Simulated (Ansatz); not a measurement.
System: GaSi2P (zincblende [110] superlattice).

The cell holds 12 atoms: 3 Ga, 3 P and 6 Si. Its edges and angles: a = 3.843 Å, b = 5.429 Å, c = 11.551 Å, α = 90.0°, β = 90.0°, γ = 90.0°. It derives from GaP. Regions: GaP, 6 atoms (3 Ga and 3 P); Si, 6 atoms (6 Si). The structure's axis is c.

```xyz
12
Lattice="3.8434 0.0000 0.0000 0.0000 5.4290 -0.0001 0.0000 -0.0001 11.5508" Properties=species:S:1:pos:R:3 pbc="T T T"
Ga    0.0000    0.0458    0.9285
P     1.9217    1.4350    0.9706
Ga    1.9217    2.8443    2.8961
P     0.0000    4.1995    2.8958
Ga    0.0000    0.0459    4.8632
P     1.9217    1.4349    4.8216
Si    1.9217    2.6516    6.7591
Si    0.0000    4.0004    6.7399
Si    0.0000   -0.1191    8.6713
Si    1.9217    1.2396    8.6715
Si    1.9217    2.6515   10.5839
Si    0.0000    4.0004   10.6025
```

The structure was relaxed with PBEsol. The runs that relaxed it are not among those shown.

Gaps computed with Ansatz 0.2.0 without a self-energy: PBEsol 0.70 eV and PBEsol+SOC 0.69 eV.

Question: What gap should G0W0 on PBEsol give (4×4×2 mesh, 467 empty bands, screening to 90 eV, PAW set soft_1 files)?

About 1.19 eV: on its mesh the run moves the gap from 0.75 eV by +0.48 eV, and the mesh misses the edges by 0.04 eV. Bands and cutoff are finite, so the gap is not at the basis limit. The miss can reach some tenths of an eV and take either sign; the mesh is an error of its own. The 4×4×2 mesh is coarse for this cell (its supercell is 15 Å along the shortest edge). The RPA ε∞ on it, from the PBEsol start, is 12.76, 13.85 and 15.80; such meshes misread the long-range screening, most where the gap is narrow. The many-body steps are scalar-relativistic: spin-orbit coupling is not in them.

[Paths, hosts, dates, memory and timing lines, banners, echoed tables and standing remarks are left out of the program output.]

[Logs are printed without paths, hosts, clocks, repeated set-up lines and the standing remarks that a program may print on its own settings, such as how far it seeks lower states.]

[Runs of the session that timed out or met a known fault of the program may be left out.]

[Cells called generated may have been cut or substituted from an entry of the Crystallography Open Database or the Materials Project.]

[Hosts, paths, dates, database ids (printed as entryN), source tags and the programs' standing remarks are cut or masked in the printed files.]
